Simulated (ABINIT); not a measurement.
## Quasiparticle gap of AlGaN2 (P3m1) in ABINIT

The structure is trigonal, space group P3m1 (No. 156). Conventional cell: a = 3.145 Å, b = 3.145 Å, c = 5.097 Å, α = 90.00°, β = 90.00°, γ = 120.00°. Nearest to Al lie 4 N at 1.89 to 1.90 Å. Ga has 4 N at 1.93 to 1.96 Å nearest. Nearest to N lie 3 Al at 1.90 Å and 1 Ga at 1.96 Å. Nearest to N lie 1 Al at 1.89 Å and 3 Ga at 1.93 Å. Farther neighbours, and contacts between anions beyond the nearest, are not listed.

```xyz
4
Lattice="3.1453 0.0000 0.0000 -1.5726 2.7239 0.0000 0.0000 0.0000 5.0969" Properties=species:S:1:pos:R:3 pbc="T T T"
Al    0.0000    0.0000    5.0931
Ga    1.5726    0.9080    2.5340
N     1.5726    0.9080    0.5699
N     0.0000    0.0000    3.2017
```

```yaml
method: RPA screening on LDA, plane waves, norm-conserving pseudopotentials (and 2 further levels or steps)
program: ABINIT 10.8.3
settings: cutoff 36 Ha, PseudoDojo scalar-relativistic 0.4.1 standard, norm-conserving, ngkpt (3, 3, 2), nband 30, ecuteps 3.2 Ha, inclvkb 2, shiftk (0, 0, 0), symchi 1, awtr 1, frequency ppm, 3×3×2 k-mesh
cost: 5 runs, 59 s in all on 4 MPI ranks of Arm Neoverse V1, shared host
notes: The program’s warnings: nkpt*nsppol () is not a multiple of nproc spkpt (). The cell and positions are those that the Materials Project relaxed with its own functionals (PBE, PBE+U or r2SCAN), kept fixed. Limits: no spin-orbit coupling. The 3×3×2 mesh is coarse for this cell, which bears on the long-range parts of exchange and screening. The norm-conserving file of at least one element keeps a d shell over frozen s and p shells of the same row. Exchange with those shells is missing from the self-energy, an error of 0.3 to 0.9 eV in cases checked, whose sign depends on which edge lies on those atoms.
lda_gap: 2.92 eV, direct
g0w0_gap_on_the_mesh: 3.83 eV
gw_settings: 3×3×2 mesh, 30 bands, screening to 87.1 eV, Godby-Needs plasmon pole
known_limits: short of the basis limit; exchange with frozen shells missing; no spin-orbit coupling; coarse k mesh
```

G0W0 moves the gap on the mesh from 2.92 eV to 3.83 eV (+0.91 eV), with Z of 0.80 and 0.82 at the edges. Local fields lower the RPA ε∞ on this mesh from 6.92 to 6.45; a Γ-centred mesh this coarse tends to raise both, most where the direct gap is narrow, while a short band sum lowers them.

[Long decimals in the printed logs are rounded to 6 places.]

[Logs are printed without paths, hosts, clocks, repeated set-up lines and the standing remarks that a program may print on its own settings, such as how far it seeks lower states.]

[Paths, hosts, dates, memory and timing lines, banners, echoed tables and standing remarks are left out of the program output; an Ansatz launch command may be rebuilt from the run's recorded settings. Measured values are a selection of at most five: reports struck by readers or far from the other reports are left out. None is set beside runs whose start may be inverted or whose files or cutoffs have a known fault.]

[Runs of the session that timed out or met a known fault of the program may be left out.]

[Hosts, paths, dates, database ids (printed as entryN), source tags and the programs' standing remarks are cut or masked in the printed files.]

[G0W0 gaps are taken among the corrected bands and points alone; a level outside them can change the order at an edge.]

[Where Ansatz stands beside ABINIT at settings called matched, ABINIT's density can come from a denser mesh and the files from another edition; pairs whose starting gaps differed by over 0.03 eV were left out, so agreement reads better than it is.]
